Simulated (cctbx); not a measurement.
## What is wrong with this refinement?

Cell a = 11.0670 Å, b = 11.0670 Å, c = 11.0670 Å, α = 90.00°, β = 90.00°, γ = 90.00°; space group Fd-3m (no. 227, origin choice 1). The compound is Lu2HgS4.

The data are simulated with cctbx, not measured: Mo Kα, λ = 0.71073 Å, to d = 0.6 Å, 50 % of the full sphere, strongest reflection 20000 counts, noise from counting, a 2 % proportional error and a noise floor of 8 counts (s.d.); no absorption.

An anisotropic refinement with weights 1/σ² prints:

```text
Rint 0.019, 9 unique reflections to 2.13 A
cycle     R1     wR2    GooF  max shift (A)
   1  0.0080  0.0133   2.167   0.01669
   2  0.0046  0.0073   1.187   0.00014
final R1 0.0046 wR2 0.0073 GooF 1.187  parameters 6  data/parameter 1.5
atom        x        y        z      Ueq    occ   su(xyz)  su(Uiso or U11)
Hg1    0.25000  0.75000  0.25000   0.0016  1.000  0.00000  0.0057
Lu1    0.37500  0.12500  0.37500   0.0011  1.000  0.00000  0.0066  NPD
S1     0.12732  0.12732  0.37268   0.0054  1.000  0.00045  0.0063  NPD
difference map: max 0.11 min -0.15 rms 0.03
Q1    0.0000  0.0000  0.5000    8    0.11  0.00 A from Hg1
Q2    0.1250  0.1250  0.1250   16   -0.02  0.00 A from Lu1
```

Q: Accept it or mend it, and why?

Mend it. The fault: data cut at low resolution. Against the right model at the same level, R1 goes from 0.0068 to 0.0046 and GooF from 0.98 to 1.19 and Lu1 and S1 go non-positive-definite. The atoms are right, but there are too few data for the parameters: R1 flatters and the s.u.s grow. Data per parameter fall from 31.8 to 1.5.

The compound is Lu2HgS4. The right model at the same level gives:

```text
Rint 0.028, 191 unique reflections to 0.60 A
cycle     R1     wR2    GooF  max shift (A)
   1  0.0069  0.0125   0.993   0.00015
   2  0.0068  0.0123   0.977   0.00000
final R1 0.0068 wR2 0.0123 GooF 0.977  parameters 6  data/parameter 31.8
atom        x        y        z      Ueq    occ   su(xyz)  su(Uiso or U11)
Hg1    0.25000  0.75000  0.25000   0.0062  1.000  0.00000  0.0000
Lu1    0.37500  0.12500  0.37500   0.0077  1.000  0.00000  0.0000
S1     0.12819  0.12819  0.37181   0.0103  1.000  0.00004  0.0001
difference map: max 1.51 min -1.31 rms 0.28
Q1    0.1075  0.1075  0.3925   32    1.63  0.40 A from S1
Q2    0.1250  0.1250  0.6250   16    1.15  2.40 A from Hg1
Q3    0.0847  0.0847  0.8562   96    1.09  0.63 A from S1
Q4    0.0245  0.0245  0.9254   96    1.04  1.61 A from S1
Q5    0.1250  0.1250  0.1250   16    1.00  0.00 A from Lu1
Q6    0.0572  0.0572  0.0572   32    0.97  1.30 A from Lu1
```

The model was made for the exercise: a known structure type with other elements put in, its volume estimated, not relaxed; displacement parameters are assumed.

[Middle refinement cycles are left out of these outputs.]

[Logs are printed without paths, hosts, clocks, repeated set-up lines and the standing remarks that a program may print on its own settings, such as how far it seeks lower states.]
